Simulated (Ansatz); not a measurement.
# SrCd (Pm-3m): from the cell to its phonons

Task: relax SrCd (Pm-3m), then find its harmonic phonons.

Main program and level: Ansatz 0.2.0; DFT PBEsol, scalar-relativistic, plane waves, PAW; PAW set soft_1.

## (1) Starting point

It takes space group Pm-3m (No. 221, cubic). The conventional cell has a = 4.003 Å, b = 4.003 Å, c = 4.003 Å, α = 90.00°, β = 90.00°, γ = 90.00°. Sr has 8 Cd at 3.47 Å nearest. Nearest to Cd lie 8 Sr at 3.47 Å. Farther neighbours are not listed.

Structure file:

```cif
data_structure
_symmetry_space_group_name_H-M 'P 1'
_symmetry_Int_Tables_number 1
_cell_length_a 4.0030
_cell_length_b 4.0030
_cell_length_c 4.0030
_cell_angle_alpha 90.000
_cell_angle_beta 90.000
_cell_angle_gamma 90.000
_cell_volume 64.14
loop_
_atom_site_label
_atom_site_type_symbol
_atom_site_fract_x
_atom_site_fract_y
_atom_site_fract_z
_atom_site_occupancy
Sr1 Sr 0.50000 0.50000 0.50000 1
Cd2 Cd 0.00000 0.00000 0.00000 1
```

## (2) Bringing the structure to rest

The cell and atoms are relaxed, since residual forces and stress would shift the frequencies.

Contents of input.yaml:

```yaml
crystal:
  lattice:
    - [4.003, 0.0, 0.0]
    - [0.0, 4.003, 0.0]
    - [0.0, 0.0, 4.003]
  atoms:
    - { symbol: Sr, position: [0.5, 0.5, 0.5] }
    - { symbol: Cd, position: [0.0, 0.0, 0.0] }
kpoints:
  mp_grid: { grid: [10, 10, 10] }
hamiltonian:
  xc: pbesol
  pseudopotentials: { kind: paw, azcp: { folder: soft_1 }, xc_functional: pbe }
scf:
  occupations: { method: gaussian, width: 0.1 }
output:
  forces: true
  stress: true
  eigenvalues: true
relax:
  adjacent_minimum: "off"
  f_tol: 0.005
  max_steps: 80
  cell: { stress_tol: 0.05 }
```

On the command line:

```
$ ansatz run input.yaml --threads 4 --pin off --max-ram 10240MiB --backend cpu --events-out ev --progress --plain --runs-dir out
```

Numbers of over 12 decimals in the logs are rounded to 6 here.

The program printed:

```text
Engine: ansatz 0.2.0, aarch64-unknown-linux-gnu
Pseudopotentials: kind: paw
Pseudopotential: Sr, paw, valence charge 10, recommended cutoff 420 eV (normal), soft_1/Sr.paw.azcp
Pseudopotential: Cd, paw, valence charge 20, recommended cutoff 420 eV (normal), soft_1/Cd.paw.azcp
Functional definition: PBEsol
  exchange = pbesol_x
  correlation = pbesol_c
Crystal: 2 atoms, lattice volume = 64.144 Å³
Basis set: ecut = 420 eV, 1237 PW (Γ), exchange–correlation on 54×54×54 points (8 copies of the dense FFT grid, shifted against one another)
Bands: 19, of which v1, the nominal top of the filled ones, is band 15 counted from 1 (14 counted from 0)
Symmetry: 48 space group operations
Space group: Pm-3m (ITA 221), of the structure as read, at distance tolerance 4.0e-5 Å
k-points: 56 of 1000
Non-local potential: Sr, projectors of the file, l = 0: 3, l = 1: 2, l = 2: 2
Non-local potential: Cd, projectors of the file, l = 0: 3, l = 1: 2, l = 2: 2, l = 3: 1
PAW form: soft (Blöchl's): semilocal exchange-correlation on the pseudo side does not see the compensation charge
PAW frozen core: Sr, regenerated for the run's functional, and the local potential with it (the file was generated under x = pbe(κ = 0.804, μ = 0.219515), c = pbe(β = 0.066725))
PAW frozen core: Cd, regenerated for the run's functional, and the local potential with it (the file was generated under x = pbe(κ = 0.804, μ = 0.219515), c = pbe(β = 0.066725))
PAW one-centre angular grid: Sr, 110 points (default); XC on 64 Gauss nodes
PAW one-centre angular grid: Cd, 590 points (default); XC on 64 Gauss nodes
Initial density: superposition of atomic densities (chi_scale 0.1, normalization cell, long waves kept (reshape's long-wave potential 0.00 eV rms))
Initial wavefunctions: pseudopotential atomic-orbital guess
Functional: x = pbesol(κ = 0.804, μ = 0.123457), c = pbesol(β = 0.046)
SCF iter   1: F=—  HF=-11678.289396 eV  |F-HF|=—  |Δ(HF+E_count)|=         —  Δρ=6.13e-2  dr2=3.90e0  ethr=3.10e-3  ⟨swp⟩=7.5  Hψ=6027  notcnv=0
preconditioner: auto → Kerker (q_TF=auto, 2.404 Å⁻¹)  [metal: Δε(μ)=0.045 eV  Ē_g=11.101 eV  σ=0.100 eV  W_gap=0.25  n_scr=18 (ndim 8)  ℏωp=20.7 eV  f_vac=0.000  D(μ)=1.27/eV (n_scr^D=6)]
SCF iter   2: F=—  HF=-11677.285594 eV  |F-HF|=—  |Δ(HF+E_count)|=    1.00e0  Δρ=2.07e-2  dr2=6.70e-1  ethr=3.10e-3  ⟨swp⟩=2.7  Hψ=2586  notcnv=0  defer=6
SCF iter   3: F=—  HF=-11677.069658 eV  |F-HF|=—  |Δ(HF+E_count)|=   2.16e-1  Δρ=1.00e-2  dr2=1.77e-1  ethr=2.23e-3  ⟨swp⟩=2.3  Hψ=1726  notcnv=0  defer=6
SCF iter   4: F=—  HF=-11677.002294 eV  |F-HF|=—  |Δ(HF+E_count)|=   6.74e-2  Δρ=2.91e-3  dr2=7.40e-3  ethr=5.89e-4  ⟨swp⟩=2.8  Hψ=1715  notcnv=0  defer=6
SCF iter   5: F=—  HF=-11677.000417 eV  |F-HF|=—  |Δ(HF+E_count)|=   1.88e-3  Δρ=6.64e-4  dr2=3.03e-4  ethr=2.47e-5  ⟨swp⟩=2.4  Hψ=2038  notcnv=0  defer=6
SCF iter   6: F=—  HF=-11677.000463 eV  |F-HF|=—  |Δ(HF+E_count)|=   4.55e-5  Δρ=1.73e-4  dr2=2.94e-5  ethr=1.01e-6  ⟨swp⟩=2.4  Hψ=1683  notcnv=0  defer=6
SCF iter   7: F=—  HF=-11677.000523 eV  |F-HF|=—  |Δ(HF+E_count)|=   5.99e-5  Δρ=3.58e-5  dr2=9.35e-7  ethr=9.79e-8  ⟨swp⟩=2.0  Hψ=1606  notcnv=0  defer=6
SCF iter   8: F=-11677.000523 eV  HF=-11677.000523 eV  |F-HF|=5.35e-9  |Δ(HF+E_count)|=   2.70e-7  Δρ=9.45e-6  dr2=5.38e-8  ethr=3.33e-10  ⟨swp⟩=9.1  Hψ=5786  notcnv=0
SCF 1 converged in 8 iterations: F = -11677.000523 eV  dr2 = 5.38e-8
  greatest PAW one-centre occupation: 1.000 electrons in one spin orbital (limit 2), on the Cd atom at site 1 (counted from 0), in its partial waves of l = 0
relax step   1: F+E_penalty+E_count = -11677.00052288 eV  Δ(F+E_penalty+E_count) = +0.000e0 eV  max|allowed force component| = 4.914e-30 eV/Å  Δτ_max = 0.0000 Å  P = -0.459 GPa  Ω = 64.144 Å³  (8 SCF iters, dr2 threshold 1.00e-7 eV, accepted)
Crystal: 2 atoms, lattice volume = 63.418 Å³
Initial density: handed on by an earlier stage of this run
Initial wavefunctions: those handed on with the density
iter 1 solved again at ethr=9.78e-7 eV; its pass at ethr=3.10e-3 eV (dr2=2.93e-4 eV) is discarded
SCF iter   1: F=—  HF=-11677.002123 eV  |F-HF|=—  |Δ(HF+E_count)|=         —  Δρ=6.84e-4  dr2=5.64e-4  ethr=9.78e-7  ⟨swp⟩=2.0  Hψ=6109  notcnv=0
eigensolver tolerance schedule calibrated: the retry pair's looser diagonalisation under-reported the residual by θ = 0.48 (0.14/decade); ethr = c·dr2/N_el runs at the constant in force after the calibration composes with the one it found (an armed cap, an earlier calibration), c = 5.3e-2
preconditioner: auto → Kerker (q_TF=auto, 2.408 Å⁻¹)  [metal: Δε(μ)=0.062 eV  Ē_g=12.474 eV  σ=0.100 eV  W_gap=0.31  n_scr=18 (ndim 8)  ℏωp=20.9 eV  f_vac=0.000  D(μ)=1.28/eV (n_scr^D=6)]
SCF iter   2: F=—  HF=-11677.001981 eV  |F-HF|=—  |Δ(HF+E_count)|=   1.42e-4  Δρ=3.02e-4  dr2=1.50e-4  ethr=9.78e-7  ⟨swp⟩=2.0  Hψ=1453  notcnv=0
SCF iter   3: F=—  HF=-11677.001990 eV  |F-HF|=—  |Δ(HF+E_count)|=   8.78e-6  Δρ=1.30e-4  dr2=3.23e-5  ethr=2.66e-7  ⟨swp⟩=2.6  Hψ=1651  notcnv=0
SCF iter   4: F=—  HF=-11677.001978 eV  |F-HF|=—  |Δ(HF+E_count)|=   1.23e-5  Δρ=4.10e-5  dr2=1.50e-6  ethr=5.72e-8  ⟨swp⟩=2.1  Hψ=1469  notcnv=0
SCF iter   5: F=-11677.001977 eV  HF=-11677.001977 eV  |F-HF|=1.66e-8  |Δ(HF+E_count)|=   4.23e-7  Δρ=1.01e-5  dr2=7.53e-8  ethr=3.55e-10  ⟨swp⟩=4.6  Hψ=5018  notcnv=0
SCF 2 converged in 5 iterations: F = -11677.001977 eV  dr2 = 7.53e-8
relax step   2: F+E_penalty+E_count = -11677.00197723 eV  Δ(F+E_penalty+E_count) = -1.454e-3 eV  max|allowed force component| = 4.865e-30 eV/Å  Δτ_max = 0.0000 Å  P = -0.160 GPa  Ω = 63.418 Å³  energy of the carried Pulay correction = +4.622e-5 eV  (5 SCF iters, dr2 threshold 2.00e-7 eV, accepted)
Crystal: 2 atoms, lattice volume = 63.037 Å³
iter 1 solved again at ethr=2.83e-7 eV; its pass at ethr=3.10e-3 eV (dr2=8.50e-5 eV) is discarded
SCF iter   1: F=—  HF=-11677.002176 eV  |F-HF|=—  |Δ(HF+E_count)|=         —  Δρ=3.71e-4  dr2=1.65e-4  ethr=2.83e-7  ⟨swp⟩=2.0  Hψ=6046  notcnv=0
eigensolver tolerance schedule calibrated: the retry pair's looser diagonalisation under-reported the residual by θ = 0.48 (0.12/decade); ethr = c·dr2/N_el runs at the constant in force after the calibration composes with the one it found (an armed cap, an earlier calibration), c = 6.9e-2
preconditioner: auto → Kerker (q_TF=auto, 2.411 Å⁻¹)  [metal: Δε(μ)=0.007 eV  Ē_g=12.488 eV  σ=0.100 eV  W_gap=0.04  n_scr=18 (ndim 8)  ℏωp=20.9 eV  f_vac=0.000  D(μ)=1.28/eV (n_scr^D=6)]
SCF iter   2: F=—  HF=-11677.002140 eV  |F-HF|=—  |Δ(HF+E_count)|=   3.55e-5  Δρ=1.63e-4  dr2=4.41e-5  ethr=2.83e-7  ⟨swp⟩=2.0  Hψ=1453  notcnv=0
SCF iter   3: F=—  HF=-11677.002191 eV  |F-HF|=—  |Δ(HF+E_count)|=   5.09e-5  Δρ=7.16e-5  dr2=9.83e-6  ethr=1.02e-7  ⟨swp⟩=2.1  Hψ=1247  notcnv=0
SCF iter   4: F=—  HF=-11677.002188 eV  |F-HF|=—  |Δ(HF+E_count)|=   3.65e-6  Δρ=2.53e-5  dr2=5.04e-7  ethr=2.28e-8  ⟨swp⟩=2.1  Hψ=1467  notcnv=0
SCF iter   5: F=-11677.002188 eV  HF=-11677.002188 eV  |F-HF|=1.32e-8  |Δ(HF+E_count)|=   1.36e-7  Δρ=7.06e-6  dr2=3.08e-8  ethr=1.48e-10  ⟨swp⟩=3.6  Hψ=4906  notcnv=0
SCF 3 converged in 5 iterations: F = -11677.002188 eV  dr2 = 3.08e-8
relax step   3: F+E_penalty+E_count = -11677.00218760 eV  Δ(F+E_penalty+E_count) = -2.104e-4 eV  max|allowed force component| = 3.221e-30 eV/Å  Δτ_max = 0.0000 Å  P = +0.004 GPa  Ω = 63.037 Å³  energy of the carried Pulay correction = +7.070e-5 eV  (5 SCF iters, dr2 threshold 6.38e-8 eV, accepted)
Initial wavefunctions: pseudopotential atomic-orbital guess (no wavefunctions were taken with the density)
iter 1 solved again at ethr=2.01e-7 eV; its pass at ethr=3.10e-3 eV (dr2=6.04e-5 eV) is discarded
SCF iter   1: F=—  HF=-11677.002056 eV  |F-HF|=—  |Δ(HF+E_count)|=         —  Δρ=1.47e-5  dr2=3.99e-8  ethr=2.01e-7  ⟨swp⟩=4.2  Hψ=9175  notcnv=0
eigensolver tolerance schedule: the retry pair's looser diagonalisation over-reported the residual by 1515.05 of it (diagonalisation noise at 0.11 of the residual, at the tolerance the schedule requests for it); recorded, not acted on — ethr = c·dr2/N_el stays at c = 1.0e-1
preconditioner: auto → Kerker (q_TF=auto, 2.411 Å⁻¹)  [metal: Δε(μ)=0.057 eV  Ē_g=12.503 eV  σ=0.100 eV  W_gap=0.29  n_scr=18 (ndim 8)  ℏωp=20.9 eV  f_vac=0.000  D(μ)=1.28/eV (n_scr^D=6)]
SCF iter   2: F=—  HF=-11677.002116 eV  |F-HF|=—  |Δ(HF+E_count)|=   5.95e-5  Δρ=8.72e-6  dr2=2.45e-8  ethr=1.33e-10  ⟨swp⟩=2.9  Hψ=2143  notcnv=0
SCF iter   3: F=—  HF=-11677.002116 eV  |F-HF|=—  |Δ(HF+E_count)|=   9.06e-9  Δρ=2.54e-6  dr2=4.20e-9  ethr=8.18e-11  ⟨swp⟩=2.0  Hψ=1429  notcnv=0
SCF iter   4: F=—  HF=-11677.002116 eV  |F-HF|=—  |Δ(HF+E_count)|=  8.26e-10  Δρ=9.66e-7  dr2=1.05e-9  ethr=1.40e-11  ⟨swp⟩=2.6  Hψ=1818  notcnv=0
SCF iter   5: F=—  HF=-11677.002116 eV  |F-HF|=—  |Δ(HF+E_count)|=  2.58e-10  Δρ=3.39e-7  dr2=5.51e-11  ethr=3.50e-12  ⟨swp⟩=3.0  Hψ=1876  notcnv=0
SCF iter   6: F=-11677.002116 eV  HF=-11677.002116 eV  |F-HF|=3.64e-12  |Δ(HF+E_count)|=  3.64e-12  Δρ=4.28e-8  dr2=5.98e-13  ethr=1.00e-12  ⟨swp⟩=8.0  Hψ=5639  notcnv=0
SCF 4 converged in 6 iterations: F = -11677.002116 eV  dr2 = 5.98e-13
relax step   4: F+E_penalty+E_count = -11677.00211587 eV  Δ(F+E_penalty+E_count) = +7.173e-5 eV  max|allowed force component| = 7.560e-31 eV/Å  Δτ_max = 0.0000 Å  P = +0.004 GPa  Ω = 63.037 Å³  stress off target by 4.09e-3 GPa  SCF on the basis re-selected at this cell (its energy is not comparable with the rows above)  (6 SCF iters)
basis re-selected at this cell: Δ(F+E_penalty+E_count) = +7.173e-5 eV, ΔP = -0.000 GPa vs the last step (what re-selecting the basis moved, of the pressure what is left beyond the Pulay correction that the steps carried, after the strain that the cell walked since its last selection, with what the two solves' SCF thresholds leave and, on support functions, any second-order correction that the steps lacked; it is no m [...]
SCF converged after 6 iterations
Free energy (F): -11677.002116 eV
Harris-Foulkes:  -11677.002116 eV  (|F-HF|=3.64e-12)
Internal energy: -11676.995708 eV  (E = F + TS)
E sigma→0 (E₀):  -11676.998912 eV
Entropy (-TS):   -0.006408 eV (-3.204 meV/atom)
Fermi energy:    9.288748 eV
--- Per-component energies (eV) ---
  E_band       = -579.061250
  E_kinetic    = 673.460700
  E_local      = -4464.809201  (includes V_loc(G=0)·N_el)
  E_nonlocal   = 355.049341
  E_hartree    = 1902.692222
  E_xc         = -329.226370
  E_vxc        = -351.030008  (∫ρ·V_xc dr)
  E_paw        = -6667.889916  (= ΣΔE_a)
  E_vpaw       = -597.116905  (= ΣTr[D̂ρ^β])
  E_aug_tail   = 0.000322  (compensation charges beyond the density's cutoff)
  E_ewald      = -3146.749115
  E_core_change = 0.476309  (= ΣΔE_core)
  E_smearing   = -0.006408  (= −TS)
  E_closure    = -0.000000  (closes the sum)
  Σ components = -11677.002116   (vs F -11677.002116, Δ=0.00e0)
--- Forces (eV/Å), atoms counted from 1 ---
  atom   1  Sr     0.00000000    -0.00000000     0.00000000
  atom   2  Cd    -0.00000000     0.00000000     0.00000000
  max |Σ_I F_I| component: 4.80e-30 eV/Å
--- Stress (GPa, compression-positive) ---
        0.004087       0.000000      -0.000000
        0.000000       0.004087      -0.000000
       -0.000000      -0.000000       0.004087
  P = ⅓ Tr σ = 0.0041 GPa (0.041 kbar)
--- Band table (eV; the first three rows and the last of 56) ---
  k-point 0: bands = [... 11 lower, 0.8356, 0.8356, 3.4192, 10.6422, 10.6422, 13.3465, 13.3465, 13.3465]
  k-point 1: bands = [... 11 lower, 0.8325, 0.8368, 3.5391, 10.4588, 10.6735, 12.9988, 12.9988, 13.0882]
  k-point 2: bands = [... 11 lower, 0.8244, 0.8400, 3.8904, 9.7390, 10.7601, 12.4415, 12.4415, 13.1022]
  k-point 55: bands = [... 11 lower, 0.9742, 0.9742, 8.4816, 8.4816, 8.4816, 8.5644, 13.9806, 13.9806]
--- Relaxed structure (3 steps of the walk, 3 accepted, 1 SCFs on fresh bases) ---
  F+E_penalty+E_count = -11677.00211587 eV   max|allowed force component| = 7.560e-31 eV/Å   (the final SCF, on the basis selected at the relaxed cell)
  cell:  # Å, volume = 63.0369 Å³
    - [3.979834, 0, 0]
    - [0, 3.979834, 0]
    - [0, 0, 3.979834]
  atoms:
    - { symbol: Sr, position: [0.5, 0.5, 0.5] }
    - { symbol: Cd, position: [0, 0, 0] }
```

It took 4.6 s on 4 threads of Arm Neoverse V2, shared host; peak memory 0.38 GiB.

Step by step:

```tsv
step	energy less that of the first step (eV)	largest force component (eV/Å)	pressure (GPa)	volume (Å³)
1	0.0000	0.0000	-0.46	64.14
2	-0.0015	0.0000	-0.16	63.42
3	-0.0017	0.0000	0.00	63.04
4*	-0.0016	0.0000	0.00	63.04
```

Relaxation steps marked * repeat the geometry before them on a plane-wave basis chosen anew for their cell, so energy and pressure can jump there.

The run keeps the 48 symmetry operations that it works with, so distortions that break them were not tested.

```tsv
conventional cell, symmetrised	before	after	change
a (Å)	4.003	3.980	-0.6 %
b (Å)	4.003	3.980	-0.6 %
c (Å)	4.003	3.980	-0.6 %
volume (Å³/atom)	32.07	31.52	-1.7 %
```

The relaxed structure:

```
Sr Cd
1.0
     3.97983    0.00000    0.00000
     0.00000    3.97983    0.00000
     0.00000    0.00000    3.97983
Sr Cd
1 1
Direct
  0.50000 0.50000 0.50000
  0.00000 0.00000 0.00000
```

This step gave:

- pressure: 0.004087 GPa
- volume per atom: 31.52 Å³
- gap on the k-mesh: 0 eV

In this step the volume went from 32.07 to 31.52 Å³/atom.

## (3) Tight relaxation

Phonons need a cell at rest on their own settings, so the relaxation is repeated with tight tolerances on forces and stress, using the mesh and the filling of the phonon run that follows.

input.yaml, the sections that differ from step 2:

```yaml
crystal:
  lattice:
    - [3.9798337051, 0.0, 0.0]
    - [0.0, 3.9798337051, 0.0]
    - [0.0, 0.0, 3.9798337051]
  atoms:
    - { symbol: Sr, position: [0.5, 0.5, 0.5] }
    - { symbol: Cd, position: [0.0, 0.0, 0.0] }
kpoints:
  mp_grid: { grid: [12, 12, 12] }
scf:
  occupations: { method: methfessel_paxton, width: 0.2 }
relax:
  adjacent_minimum: "off"
  f_tol: 0.001
  max_steps: 60
  cell: { stress_tol: 0.01 }
# hamiltonian, output: as in step 2
```

The program printed:

```text
[...]
Crystal: 2 atoms, lattice volume = 63.037 Å³
Basis set: ecut = 420 eV, 1237 PW (Γ), exchange–correlation on 54×54×54 points (8 copies of the dense FFT grid, shifted against one another)
Bands: 19, of which v1, the nominal top of the filled ones, is band 15 counted from 1 (14 counted from 0)
Symmetry: 48 space group operations
[...]
k-points: 84 of 1728
[...]
k-point 83: bands = [... 11 lower, 1.0069, 1.0069, 8.5116, 8.5116, 8.5116, 8.6078, 14.0349, 14.0349]
--- Relaxed structure (3 steps of the walk, 3 accepted, 1 SCFs on fresh bases) ---
[...]
cell:  # Å, volume = 62.8423 Å³
    - [3.975735, 0, 0]
    - [0, 3.975735, 0]
    - [0, 0, 3.975735]
  atoms:
    - { symbol: Sr, position: [0.5, 0.5, 0.5] }
    - { symbol: Cd, position: [0, 0, 0] }
[key lines of the parts left out:]
SCF converged after 6 iterations
Free energy (F): -11676.988741 eV
Fermi energy:    9.349858 eV
P = ⅓ Tr σ = 0.0001 GPa (0.001 kbar)
```

The job ended after 6.4 s (4 threads; peak memory 0.4 GiB).

Step by step:

```tsv
step	energy less that of the first step (eV)	largest force component (eV/Å)	pressure (GPa)	volume (Å³)
1	0.0000	0.0000	-0.09	63.04
2	-0.0001	0.0000	-0.03	62.90
3	-0.0001	0.0000	0.00	62.84
4*	-0.0001	0.0000	0.00	62.84
```

Relaxation steps marked * repeat the geometry before them on a plane-wave basis chosen anew for their cell, so energy and pressure can jump there.

The run keeps the 48 symmetry operations that it works with, so distortions that break them were not tested.

```tsv
conventional cell, symmetrised	before	after	change
a (Å)	3.980	3.976	-0.1 %
b (Å)	3.980	3.976	-0.1 %
c (Å)	3.980	3.976	-0.1 %
volume (Å³/atom)	31.52	31.42	-0.3 %
```

Final coordinates:

```xyz
2
Lattice="3.9757 0.0000 0.0000 0.0000 3.9757 0.0000 0.0000 0.0000 3.9757" Properties=species:S:1:pos:R:3 pbc="T T T"
Sr    1.9879    1.9879    1.9879
Cd    0.0000    0.0000    0.0000
```

This step gave:

- pressure: 5.29e-5 GPa
- volume per atom: 31.42 Å³

The forces vanish by symmetry and the pressure is 0.000 GPa, within the tolerances set. The cell now holds 31.42 Å³/atom.

## (4) Linear response at the zone centre

The zone centre comes first: it holds the modes that light can see, as far as symmetry allows. No field response is asked, since the mesh shows no gap.

input.yaml, the sections that differ from step 3:

```yaml
crystal:
  lattice:
    - [3.9757347763, 0.0, 0.0]
    - [0.0, 3.9757347763, 0.0]
    - [0.0, 0.0, 3.9757347763]
  atoms:
    - { symbol: Sr, position: [0.5, 0.5, 0.5] }
    - { symbol: Cd, position: [0.0, 0.0, 0.0] }
output:
  eigenvalues: true
phonons:
  method: dfpt
# kpoints, hamiltonian, scf: as in step 3
# relax: removed
```

The program printed:

```text
[...]
Crystal: 2 atoms, lattice volume = 62.842 Å³
Basis set: ecut = 420 eV, 1237 PW (Γ), exchange–correlation on 54×54×54 points (8 copies of the dense FFT grid, shifted against one another)
Bands: 19, of which v1, the nominal top of the filled ones, is band 15 counted from 1 (14 counted from 0)
Symmetry: 48 space group operations
k-points: 196 of 1728 (irreducible under 8 space group operations, time reversal used)
[...]
SCF iter   1: F=—  HF=-11678.299786 eV  |F-HF|=—  |Δ(HF+E_count)|=         —  Δρ=6.28e-2  dr2=3.98e0  ethr=3.10e-3  ⟨swp⟩=7.0  Hψ=20787  notcnv=0
[...]
SCF iter  11: F=-11676.988741 eV  HF=-11676.988741 eV  |F-HF|=0.00e0  |Δ(HF+E_count)|=  3.64e-12  S|Δr|=    0.00e0  Δρ=7.44e-8  dr2=3.08e-12  ethr=1.00e-12  ⟨swp⟩=7.6  Hψ=21141  notcnv=0
SCF 1 converged in 11 iterations: F = -11676.988741 eV  dr2 = 3.08e-12
[...]
DFPT response loops at Γ: preconditioner auto → Kerker (q_TF=auto, 2.412 Å⁻¹) (partly filled bands, converged f_vac=0.000); β = 1.00, the filter's whole step (`scf.mixing.beta` (0.50) is not read by the response loops under this deck's `scf.mixing.preconditioner`; to damp them name `kerker` or `kerker_dos`, under which they read `scf.mixing.beta`, and type it under 1.00, their step now; both keys bind the ground state too); Broyden in place of MSR1
SCF converged after 11 iterations
[...]
Free energy (F): -11676.988741 eV
[...]
Internal energy: -11676.985086 eV  (E = F + TS)
E sigma→0 (E₀):  -11676.987827 eV
Entropy (-TS):   -0.003656 eV (-1.828 meV/atom)
Fermi energy:    9.349859 eV
[...]
--- Band table (eV; the first three rows and the last of 196) ---
  k-point 0: bands = [... 11 lower, 0.8672, 0.8672, 3.4461, 10.6790, 10.6790, 13.3937, 13.3937, 13.3937]
  k-point 1: bands = [... 11 lower, 0.8650, 0.8681, 3.5299, 10.5580, 10.7009, 13.1324, 13.1324, 13.1894]
  k-point 2: bands = [... 11 lower, 0.8591, 0.8704, 3.7769, 10.0799, 10.7630, 12.6669, 12.6669, 13.0667]
  k-point 195: bands = [... 11 lower, 1.0069, 1.0069, 8.5116, 8.5116, 8.5116, 8.6078, 14.0349, 14.0349]
--- Phonons (Γ-DFPT): 2 representative perturbations + reference, on 196 of 1728 k-points (Σ response iterations 6) ---
  k mesh reduced under 8 symmetry operations, with k and −k counted as one. Each operation leaves every solved perturbation unchanged. A smaller set is not used because it would not reduce the number of displacements times k-points to solve
  ASR residual: 2.112e-4 → 0.000e0 eV/Å²; symmetrization residual: 5.510e-6 eV/Å²
  ASR residual per site (eV/Å²): 2.11e-4 1.68e-5
  Γ frequencies (cm⁻¹): 0.00 0.00 0.00 106.01 106.01 106.01
  non-analytic LO–TO correction: not included (Born effective charges unavailable; polar crystals: no LO–TO splitting at Γ)
```

It took 18 s on 4 threads; peak memory 0.81 GiB; 67 s of CPU time.

This step gave:

* sum-rule residual before enforcement: 2.11e-4 eV/Å²
* point group: m-3m
* highest optical mode at the zone centre (no LO-TO term): 106.0 cm⁻¹
* lowest optical zone-centre mode: 106.0 cm⁻¹

Patterns of degenerate modes are one choice out of their space. The modes at Γ (shares of kinetic energy by element, %):

```tsv
mode	frequency (cm⁻¹)	symmetry	Sr %	Cd %
1	0.0	acoustic	44	56
2	0.0	acoustic	44	56
3	0.0	acoustic	44	56
4	106.0	T1u	56	44
5	106.0	T1u	56	44
6	106.0	T1u	56	44
```

Displacements in mode 4 (106.0 cm⁻¹), the largest set to 1:
```
Sr1  0.00  0.00  1.00
Cd2  0.00  0.00 -0.78
```

Before it was imposed, the acoustic sum rule was missed by 2.1e-4 eV/Å². Small misses are needed for a sound result but don't prove that mesh and cutoff are converged. The lowest optical mode is real, 106 cm⁻¹.

(Part 1 of 2 ends here.)

[Logs are printed without paths, hosts, clocks, repeated set-up lines and the standing remarks that a program may print on its own settings, such as how far it seeks lower states.]

[Hosts, paths, dates, database ids (printed as entryN), source tags and the programs' standing remarks are cut or masked in the printed files.]
